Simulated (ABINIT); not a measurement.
# BiOCl (P4/nmm): Bethe-Salpeter spectra with ABINIT

Wanted: excitons and ε₂ of BiOCl (P4/nmm), with cost.

Main program and level: ABINIT 10.8.3; PBEsol and many-body steps on it, plane waves.

## (1) The structure

Symmetry: P4/nmm, No. 129, tetragonal system. The conventional cell has a = 3.886 Å, b = 3.886 Å, c = 7.349 Å, α = 90.00°, β = 90.00°, γ = 90.00°. Nearest to Bi lie 4 O at 2.31 Å and 4 Cl at 3.06 Å. Nearest to Cl lie 4 Bi at 3.06 Å. Nearest to O lie 4 Bi at 2.31 Å. Farther neighbours and most contacts between anions are not listed.

The cell and positions come from the Crystallography Open Database and are kept as given unless a step says otherwise. Spin-orbit coupling is left out unless a step names it.

## (2) Empty states on the mesh, 4×4×2 mesh, 98 bands

This step: ABINIT 10.8.3; DFT, PBEsol, plane waves, norm-conserving pseudopotentials.

The sums over transitions need many empty states on a uniform mesh; this step solves for them.

The input, run.abi:

```
acell 3*1.0 Angstrom
rprim 
  3.885510000000 0.000000000000 0.000000000000
  0.000000000000 3.885510000000 0.000000000000
  0.000000000000 0.000000000000 7.348900000000
ntypat 3
znucl 83 17 8
natom 6
typat 1 1 2 2 3 3
xred 
  0.500000000000 0.000000000000 0.329040000000
  0.000000000000 0.500000000000 0.670960000000
  0.000000000000 0.500000000000 0.147200000000
  0.500000000000 0.000000000000 0.852800000000
  0.000000000000 0.000000000000 0.500000000000
  0.500000000000 0.500000000000 0.500000000000
pp_dirpath "pseudos"
pseudos "Bi.upf, Cl.upf, O.upf"
ecut 42
ngkpt 4 4 2
nshiftk 1
shiftk 0 0 0
kptopt 1
chksymbreak 0
iscf -2
irdden 1
istwfk *1
nband 98
nbdbuf 8
tolwfr 1e-09
nstep 60
prtvol 0
indata_prefix "in"
outdata_prefix "out"
tmpdata_prefix "tmp"
```

The run is started by

```console
$ OMP_NUM_THREADS=1 mpirun -n 4 abinit run.abi > log
```

Numbers of over 12 decimals in the logs are rounded to 6 here.

Log:

```text
.Version 10.8.3 of ABINIT. v10.8.2 released Aug 2026.

 Symmetries : space group P4/n m m (#129); Bravais tP (primitive tetrag.)
[... echo of the input left out ...]
== DATASET  1 ==================================================================
-   mpi_nproc: 4, omp_nthreads: 1 (-1 if OMP is not activated)

--- !DatasetInfo
iteration_state: {dtset: 1, }
dimensions: {natom: 6, nkpt: 12, mband: 98, nsppol: 1, nspinor: 1, nspden: 1, mpw: 9764, }
cutoff_energies: {ecut:  42.0, pawecutdg:  -1.0, }
[...]
1.18425    1.21361    1.23068    1.23068    1.25334    1.26255    1.26255    1.31858
   1.35152    1.36556    1.36556    1.36752    1.38209    1.38209    1.42074    1.42974
   1.44204    1.44210
 prteigrs : prtvol=0 or 1, do not print more k-points.

== END DATASET(S) ==============================================================
================================================================================

 -outvars: echo values of variables after computation  --------
            nband          98
             nkpt          12
          spgroup         129
 [... the other variables as echoed above ...]

 Calculation completed.
```

Wall time 1.8 min (4 MPI ranks of Intel Xeon Platinum 8488C (Sapphire Rapids), shared host); peak memory 0.56 GiB.

Numbers from this step:

- gap: 2.623 eV
- k of the valence top: 0.5, 0, 0.5
- k of the conduction bottom: 0, 0, 0.5
- least direct gap: 2.927 eV
- k points computed: 12
- lowest point of the top converged band, above the valence top: 29.22 eV

On this mesh the gap is 2.623 eV.

The density comes from a self-consistent run that is not shown.

## (3) Screening, 4×4×2 mesh, 90 bands, screening to 98 eV

The RPA dielectric matrix is built and inverted for each q.

This step: RPA screening on PBEsol, plane waves, norm-conserving pseudopotentials.

Changes to run.abi since step 2:

```diff
@@ -24,10 +24,11 @@
 chksymbreak 0
-iscf -2
-irdden 1
 istwfk *1
-nband 98
-nbdbuf 8
-tolwfr 1e-09
-nstep 60
-prtvol 0
+occopt 1
+irdwfk 1
+optdriver 3
+nband 90
+ecuteps 3.6
+inclvkb 2
+awtr 1
+symchi 1
 indata_prefix "in"
```

Log:

```text
.Version 10.8.3 of ABINIT. v10.8.2 released Aug 2026.

 Symmetries : space group P4/n m m (#129); Bravais tP (primitive tetrag.)
[... echo of the input left out ...]
== DATASET  1 ==================================================================
-   mpi_nproc: 4, omp_nthreads: 1 (-1 if OMP is not activated)

--- !DatasetInfo
iteration_state: {dtset: 1, }
dimensions: {natom: 6, nkpt: 12, mband: 90, nsppol: 1, nspinor: 1, nspden: 1, mpw: 9764, }
cutoff_energies: {ecut:  42.0, pawecutdg:  -1.0, }
[...]
--------------------------------------------------------------------------------
[... chi0 elements left out ...]
 For q-point:  0.000010 0.000020 0.000030
  dielectric constant =   6.0491
  dielectric constant without local fields =   6.8473

  Average fulfillment of the sum rule on Im[epsilon] for q-point    1 :     41.19  [%]
[... wings left out ...]
  q-point number  2        q = ( 0.250000, 0.000000, 0.000000) [r.l.u.]
--------------------------------------------------------------------------------
[... chi0 elements left out ...]
  Average fulfillment of the sum rule on Im[epsilon] for q-point    2 :     51.21  [%]

 [... 10 further q-points ...]
```

The job ended after 2.5 min (4 MPI ranks; peak memory 2.6 GiB; 10 min of CPU time).

Numbers from this step:

```
ε∞ with local fields, on this mesh, along the program's q direction : 6.049
the same without local fields                                       : 6.847
plasma frequency                                                    : 29.91 eV
plane waves in the screening matrix                                 : 239
```

Local fields lower ε∞ by 12 %. On a Γ-centred mesh this coarse the value itself is usually too large, while a short band sum pulls it down.

## (4) Self-energy, 4×4×2 mesh, 90 bands, screening to 98 eV

The self-energy is evaluated for the states that the input lists, and the levels follow from it, in one-shot runs by the linearised quasiparticle equation.

This step: G0W0 on PBEsol, plane waves, norm-conserving pseudopotentials.

Changes to run.abi since step 3:

```diff
@@ -27,8 +27,19 @@
 irdwfk 1
-optdriver 3
+optdriver 4
 nband 90
+gwcalctyp 0
+ecutsigx 42
+symsigma 1
+nkptgw 3
+kptgw 
+  0.5000000000 0.0000000000 0.5000000000
+  0.0000000000 0.0000000000 0.5000000000
+  0.0000000000 0.0000000000 0.0000000000
+bdgw 
+  35 38
+  35 38
+  35 38
 ecuteps 3.6
-inclvkb 2
-awtr 1
-symchi 1
+irdscr 1
+ppmodel 1
 indata_prefix "in"
```

Log:

```text
.Version 10.8.3 of ABINIT. v10.8.2 released Aug 2026.

 Symmetries : space group P4/n m m (#129); Bravais tP (primitive tetrag.)
[... echo of the input left out ...]
== DATASET  1 ==================================================================
-   mpi_nproc: 4, omp_nthreads: 1 (-1 if OMP is not activated)

--- !DatasetInfo
iteration_state: {dtset: 1, }
dimensions: {natom: 6, nkpt: 12, mband: 90, nsppol: 1, nspinor: 1, nspden: 1, mpw: 9764, }
cutoff_energies: {ecut:  42.0, pawecutdg:  -1.0, }
[...]
Band     E0 <VxcDFT>   SigX SigC(E0)      Z dSigC/dE  Sig(E)    E-E0       E
[...]
37   8.851 -13.262  -9.141  -2.738   0.834  -0.199 -12.109   1.153  10.004
       38   9.553 -13.220  -9.111  -2.648   0.832  -0.202 -12.005   1.215  10.768

== END DATASET(S) ==============================================================
================================================================================

 -outvars: echo values of variables after computation  --------
           etotal      0.0000000000E+00
            nband          90
             nkpt          12
          spgroup         129
 [... the other variables as echoed above ...]

 Calculation completed.
```

Elapsed: 22 s, on 4 MPI ranks; peak memory 2.4 GiB; 84 s of CPU time.

This step gave:

```yaml
g0w0_gap_on_the_points_computed: 3.765 eV
starting_gap_on_the_mesh: 2.623 eV
k_of_the_valence_top: 0.5, 0, 0.5
k_of_the_conduction_bottom: 0, 0, 0.5
least_direct_g0w0_gap_on_the_computed_points: 3.854 eV
```

The gap on the mesh goes from 2.62 eV to 3.77 eV, a correction of +1.14 eV.

The gap opens by 1.142 eV; the next steps shift the empty bands rigidly by 1.142 eV. The least direct G0W0 gap is 3.854 eV, so this shift leaves the direct transitions +0.22 eV off.

## (5) Excitons

Light makes an electron and a hole together. The Bethe-Salpeter equation adds their screened attraction and their exchange, in a window of bands around the gap.

This step: Bethe-Salpeter equation on PBEsol with a scissors shift, plane waves, norm-conserving pseudopotentials.

Changes to run.abi since step 4:

```diff
@@ -27,19 +27,17 @@
 irdwfk 1
-optdriver 4
-nband 90
-gwcalctyp 0
-ecutsigx 42
-symsigma 1
-nkptgw 3
-kptgw 
-  0.5000000000 0.0000000000 0.5000000000
-  0.0000000000 0.0000000000 0.5000000000
-  0.0000000000 0.0000000000 0.0000000000
-bdgw 
-  35 38
-  35 38
-  35 38
+optdriver 99
+bs_calctype 1
+mbpt_sciss 1.142 eV
+bs_loband 26
+nband 43
+bs_exchange_term 1
+bs_coulomb_term 11
+bs_coupling 0
+bs_algorithm 1
+bs_freq_mesh 0 10 0.1 eV
+zcut 0.15 eV
 ecuteps 3.6
+ecutwfn 21
+inclvkb 2
 irdscr 1
-ppmodel 1
 indata_prefix "in"
```

Log:

```text
.Version 10.8.3 of ABINIT. v10.8.2 released Aug 2026.

 Symmetries : space group P4/n m m (#129); Bravais tP (primitive tetrag.)
[... echo of the input left out ...]
== DATASET  1 ==================================================================
-   mpi_nproc: 4, omp_nthreads: 1 (-1 if OMP is not activated)

--- !DatasetInfo
iteration_state: {dtset: 1, }
dimensions: {natom: 6, nkpt: 12, mband: 43, nsppol: 1, nspinor: 1, nspden: 1, mpw: 3484, }
cutoff_energies: {ecut:  21.0, pawecutdg:  -1.0, }
electrons: {nelect:   7.20000000E+01, charge:   0.00000000E+00, occopt:   1.00000000E+00, tsmear:   1.00000000E-02, }

 Exciton: Calculation of dielectric properties by solving the Bethe-Salpeter equation
 in frequency domain and reciprocal space on a transitions basis set.
 Based on a program developed by L. Reining, V. Olevano, F. Sottile,
 S. Albrecht, and G. Onida. Incorporated in ABINIT by M. Giantomassi.

.Using double precision arithmetic ; gwpc =  8

[... cell and pseudopotentials left out ...]
--------------------------------------------------------------------------------

 ==== K-mesh for the wavefunctions ====
 Number of points in the irreducible wedge :    12
[... list of points left out ...]
 Together with 16 symmetry operations and time-reversal symmetry
 yields    32 points in the full Brillouin Zone.

 ==== Q-mesh for the screening function ====
 Number of points in the irreducible wedge :    12
[... list of points left out ...]
 Together with 16 symmetry operations and time-reversal symmetry
 yields    32 points in the full Brillouin Zone.

 vcoul_init : cutoff-mode = AUXILIARY_FUNCTION
 q-points for optical limit:   1
     1)      0.000010    0.000020    0.000030
 setmesh: FFT mesh size selected  =    24x   24x   45
          total number of points  =        25920

 ==== Fundamental parameters for the solution of the Bethe-Salpeter equation: ====
 Algorithm: Direct diagonalization.
 Dimension of the v, W matrices,  npweps  = 239
 Cutoff for the wavefunctions,    npwwfn  = 3461
 Number of k-points in the IBZ,   nkibz   = 12
 Highest empty band included,     nband   = 43
 === Spin UP ===
 Number of resonant transitions          2464
 Lowest occupied state                   26
 Highest occupied state                  36
 Lowest unoccupied state                 37
 Highest unoccupied state                43
 Minimum frequency [eV]           Emin    =   0.00
 Maximum frequency [eV]           Emax    =  10.00
 Frequency step [eV]              dE      =   0.10
 Lorentzian broadening [eV]       eta     =   0.15
 RPA L0 with KS energies and KS wavefunctions
 Scissors operator energy [eV] =          1.14
 Local fields effects (v term) included
 Excitonic effects (W term) included
 Full W_GG' included
 W is read from an external SCR file
 Resonant-only calculation (Hermitian case)

 Calculating epsilon_Macro(q-->0,w), along the following directions:
 q = (  1.168603  0.000000  0.000000) [r.l.u.]
 q = (  0.000000  1.168603  0.000000) [r.l.u.]
 q = (  0.000000  0.000000  2.210250) [r.l.u.]
 q = (  1.168603  0.000000  0.000000) [r.l.u.]
 q = (  0.000000  1.168603  0.000000) [r.l.u.]
 q = (  0.000000  0.000000  2.210250) [r.l.u.]
 Number of electrons calculated from density =   71.9696; Expected =   72.0000
 average of density, n =  0.096125
 r_s =    1.3542
 omega_plasma =   29.9070 [eV]

. Writing resonant excitonic Hamiltonian on file out_BSR; file size=   0.05 [Gb].
 Direct diagonalization of the resonant excitonic Hamiltonian, Matrix size= 2464
. Using LAPACK sequential version.
 Excitonic eigenvalues in eV up to n=   32
   3.65100   3.66655   4.03079   4.04577   4.05304   4.05318   4.43044   4.43184
   4.47449   4.48088   4.49948   4.50457   4.52043   4.52112   4.55261   4.72035
   4.73357   4.75687   4.77006   4.78422   4.84046   4.84052   4.87635   4.89588
   4.90785   4.91095   4.91185   4.91574   4.92003   4.94023   4.94459   4.94636

 First excitonic eigenvalue=    3.65 [eV]
 Last  excitonic eigenvalue=   17.31 [eV]

 GW  direct gap       4.07  0.00 [eV]
 EXC direct gap       3.65  0.00 [eV]
 EXC binding energy   0.42  0.00 [eV]

 Excitonic eigenvalues up to the GW energy gap [eV]
  1 (  3.65  0.00)
  2 (  3.67  0.00)
  3 (  4.03  0.00)
  4 (  4.05  0.00)
  5 (  4.05  0.00)
  6 (  4.05  0.00)

 Macroscopic dielectric function:
 omega [eV] <KS_RPA_nlf>  <GW_RPA_nlf>  <BSE>
   0.0000   5.7793   0.0000   4.9433   0.0000   5.4670   0.0000
   0.1000   5.7811   0.0054   4.9443   0.0028   5.4685   0.0043
   0.2000   5.7864   0.0107   4.9471   0.0057   5.4728   0.0086
   0.3000   5.7954   0.0162   4.9519   0.0086   5.4799   0.0130
   0.4000   5.8080   0.0217   4.9585   0.0115   5.4900   0.0174
   0.5000   5.8243   0.0274   4.9671   0.0144   5.5031   0.0219
   0.6000   5.8444   0.0332   4.9777   0.0174   5.5191   0.0265
   0.7000   5.8684   0.0393   4.9903   0.0205   5.5383   0.0312
   0.8000   5.8965   0.0455   5.0050   0.0236   5.5606   0.0361
   0.9000   5.9289   0.0521   5.0217   0.0268   5.5863   0.0411

 Writing KS-RPA macroscopic dielectric function without local fields to file: out_RPA_NLF_MDF
 Writing GW-RPA macroscopic dielectric function without local fields to file: out_GW_NLF_MDF
 Writing EXC Macroscopic dielectric function to file: out_EXC_MDF

== END DATASET(S) ==============================================================
================================================================================

 -outvars: echo values of variables after computation  --------
           etotal      0.0000000000E+00
            nband          43
             nkpt          12
          spgroup         129
 [... the other variables as echoed above ...]

 Calculation completed.
```

Elapsed: 5.2 min, on 4 MPI ranks; peak memory 0.92 GiB; 21 min of CPU time.

This step gave:

- direct gap of the transition levels: 4.070 eV
- transitions in the window: 2464
- first strong exciton (over a fiftieth of the strongest listed): 3.651 eV
- lowest state: 3.651 eV
- binding of the lowest state below the direct gap: 0.4188 eV
- Coulomb term of one mesh cell: 0.4432 eV

The binding is 0.94 times the screened Coulomb term of one mesh cell (0.44 eV), so it is not shown settled.

The lowest state lies at 3.651 eV, 0.419 eV under the direct gap.

Lines within 3 meV are set at the lowest of them, and the highest group, which the list may cut short, is left out. Exciton lines, with heights relative to the strongest:

| position (eV) | lines merged | oscillator strength, relative |
| --- | --- | --- |
| 3.651 | 1 | 8.5 |
| 3.667 | 1 | 2.9 |
| 4.031 | 1 | 5.4 |
| 4.046 | 1 | 14 |
| 4.053 | 2 | 0.1 |
| 4.430 | 2 | 100 |
| 4.474 | 1 | 51 |
| 4.481 | 1 | 55 |
| 4.500 | 1 | 1.0 |
| 4.505 | 1 | 1.2 |
| 4.520 | 2 | 16 |
| 4.553 | 1 | 2.6 |

The ε₂ has structure finer than the step of the table below, so its rows give means over 0.5 eV, whole bins alone (the curve runs from 0 to 10 eV). Peaks (eV: height): BSE 4.50: 11.2, 5.00: 14.0, 5.90: 13.7; no electron-hole interaction 6.50: 12.7, 7.20: 11.3; Kohn-Sham, no shift 5.30: 12.5, 6.10: 11.2.

Mean over the three Cartesian directions of q; broadening 0.15 eV; transition window only. Limits: finite bands, cutoff and mesh; no spin-orbit coupling; coarse k mesh; exciton not shown settled in the k mesh. ε₂ against photon energy; means over each step:

| photon energy (eV) | BSE | no electron-hole interaction | Kohn-Sham, no shift |
| --- | --- | --- | --- |
| 0.5 | 0.0220 | 0.0145 | 0.0276 |
| 1.0 | 0.0467 | 0.0302 | 0.0594 |
| 1.5 | 0.0777 | 0.0489 | 0.102 |
| 2.0 | 0.121 | 0.0730 | 0.171 |
| 2.5 | 0.192 | 0.107 | 0.343 |
| 3.0 | 0.339 | 0.162 | 0.945 |
| 3.5 | 0.909 | 0.280 | 2.64 |
| 4.0 | 2.61 | 0.754 | 5.37 |
| 4.5 | 8.46 | 1.76 | 9.13 |
| 5.0 | 11.5 | 4.84 | 10.9 |
| 5.5 | 11.5 | 7.99 | 11.3 |
| 6.0 | 11.1 | 10.6 | 10.5 |
| 6.5 | 8.44 | 11.7 | 8.72 |
| 7.0 | 6.30 | 10.3 | 5.74 |
| 7.5 | 3.69 | 9.70 | 4.13 |
| 8.0 | 2.78 | 6.29 | 3.32 |
| 8.5 | 2.33 | 4.45 | 2.17 |
| 9.0 | 2.28 | 3.76 | 1.60 |
| 9.5 | 2.42 | 2.36 | 1.66 |

## (6) Triplet (no exchange term)

Changes to run.abi since step 5:

```diff
@@ -30,5 +30,5 @@
 mbpt_sciss 1.142 eV
-bs_loband 26
-nband 43
-bs_exchange_term 1
+bs_loband 27
+nband 41
+bs_exchange_term 0
 bs_coulomb_term 11
@@ -36,3 +36,3 @@
 bs_algorithm 1
-bs_freq_mesh 0 10 0.1 eV
+bs_freq_mesh 0 8 0.05 eV
 zcut 0.15 eV
```

Log:

```text
.Version 10.8.3 of ABINIT. v10.8.2 released Aug 2026.

 Symmetries : space group P4/n m m (#129); Bravais tP (primitive tetrag.)
[... echo of the input left out ...]
== DATASET  1 ==================================================================
-   mpi_nproc: 4, omp_nthreads: 1 (-1 if OMP is not activated)

--- !DatasetInfo
iteration_state: {dtset: 1, }
dimensions: {natom: 6, nkpt: 12, mband: 41, nsppol: 1, nspinor: 1, nspden: 1, mpw: 3484, }
cutoff_energies: {ecut:  21.0, pawecutdg:  -1.0, }
electrons: {nelect:   7.20000000E+01, charge:   0.00000000E+00, occopt:   1.00000000E+00, tsmear:   1.00000000E-02, }

 Exciton: Calculation of dielectric properties by solving the Bethe-Salpeter equation
 in frequency domain and reciprocal space on a transitions basis set.
 Based on a program developed by L. Reining, V. Olevano, F. Sottile,
 S. Albrecht, and G. Onida. Incorporated in ABINIT by M. Giantomassi.

.Using double precision arithmetic ; gwpc =  8

[... cell and pseudopotentials left out ...]
--------------------------------------------------------------------------------

 ==== K-mesh for the wavefunctions ====
 Number of points in the irreducible wedge :    12
[... list of points left out ...]
 Together with 16 symmetry operations and time-reversal symmetry
 yields    32 points in the full Brillouin Zone.

 ==== Q-mesh for the screening function ====
 Number of points in the irreducible wedge :    12
[... list of points left out ...]
 Together with 16 symmetry operations and time-reversal symmetry
 yields    32 points in the full Brillouin Zone.

 vcoul_init : cutoff-mode = AUXILIARY_FUNCTION
 q-points for optical limit:   1
     1)      0.000010    0.000020    0.000030
 setmesh: FFT mesh size selected  =    24x   24x   45
[...]
average of density, n =  0.096125
 r_s =    1.3542
 omega_plasma =   29.9070 [eV]

. Writing resonant excitonic Hamiltonian on file out_BSR; file size=   0.02 [Gb].
 Direct diagonalization of the resonant excitonic Hamiltonian, Matrix size= 1600
. Using LAPACK sequential version.
 Excitonic eigenvalues in eV up to n=   32
   3.62400   3.64738   4.01048   4.03003   4.04827   4.04852   4.41835   4.42182
   4.45496   4.46175   4.49137   4.49796   4.50907   4.51218   4.51263   4.68607
   4.70320   4.71948   4.74550   4.75786   4.82767   4.83619   4.83700   4.87239
   4.88838   4.89514   4.89650   4.89741   4.91278   4.92062   4.93212   4.93577

 First excitonic eigenvalue=    3.62 [eV]
 Last  excitonic eigenvalue=   10.78 [eV]

 GW  direct gap       4.07  0.00 [eV]
 EXC direct gap       3.62  0.00 [eV]
 EXC binding energy   0.45  0.00 [eV]

 Excitonic eigenvalues up to the GW energy gap [eV]
  1 (  3.62  0.00)
  2 (  3.65  0.00)
  3 (  4.01  0.00)
  4 (  4.03  0.00)
  5 (  4.05  0.00)
  6 (  4.05  0.00)

 Macroscopic dielectric function:
 omega [eV] <KS_RPA_nlf>  <GW_RPA_nlf>  <BSE>
   0.0000   5.2736   0.0000   4.5002   0.0000   5.1609   0.0000
   0.0500   5.2740   0.0026   4.5004   0.0013   5.1612   0.0023
   0.1000   5.2753   0.0051   4.5011   0.0027   5.1624   0.0045
[...]
0.4000   5.3009   0.0208   4.5146   0.0108   5.1851   0.0184
   0.4500   5.3083   0.0235   4.5184   0.0122   5.1916   0.0207

 Writing KS-RPA macroscopic dielectric function without local fields to file: out_RPA_NLF_MDF
 Writing GW-RPA macroscopic dielectric function without local fields to file: out_GW_NLF_MDF
 Writing EXC Macroscopic dielectric function to file: out_EXC_MDF

== END DATASET(S) ==============================================================
================================================================================

 -outvars: echo values of variables after computation  --------
           etotal      0.0000000000E+00
            nband          41
             nkpt          12
          spgroup         129
 [... the other variables as echoed above ...]

 Calculation completed.
```

Wall time 2.1 min (4 MPI ranks); peak memory 0.83 GiB; 8.2 min of CPU time.

The lowest triplet lies at 3.624 eV; triplets are dark, so no spectrum is read.

[end of part 1 of 3]

[Paths, hosts, dates, memory and timing lines, banners, echoed tables and standing remarks are left out of the program output.]

[Logs are printed without paths, hosts, clocks, repeated set-up lines and the standing remarks that a program may print on its own settings, such as how far it seeks lower states.]

[Runs of the session that timed out or met a known fault of the program may be left out.]

[No measured gap is set beside runs whose start may be inverted or whose files or cutoffs have a known fault.]

[Hosts, paths, dates, database ids (printed as entryN), source tags and the programs' standing remarks are cut or masked in the printed files.]

[G0W0 gaps are taken among the corrected bands and points alone; a level outside them can change the order at an edge.]

[Where Ansatz stands beside ABINIT at settings called matched, ABINIT's density can come from a denser mesh and the files from another edition; pairs whose starting gaps differed by over 0.03 eV were left out, so agreement reads better than it is.]
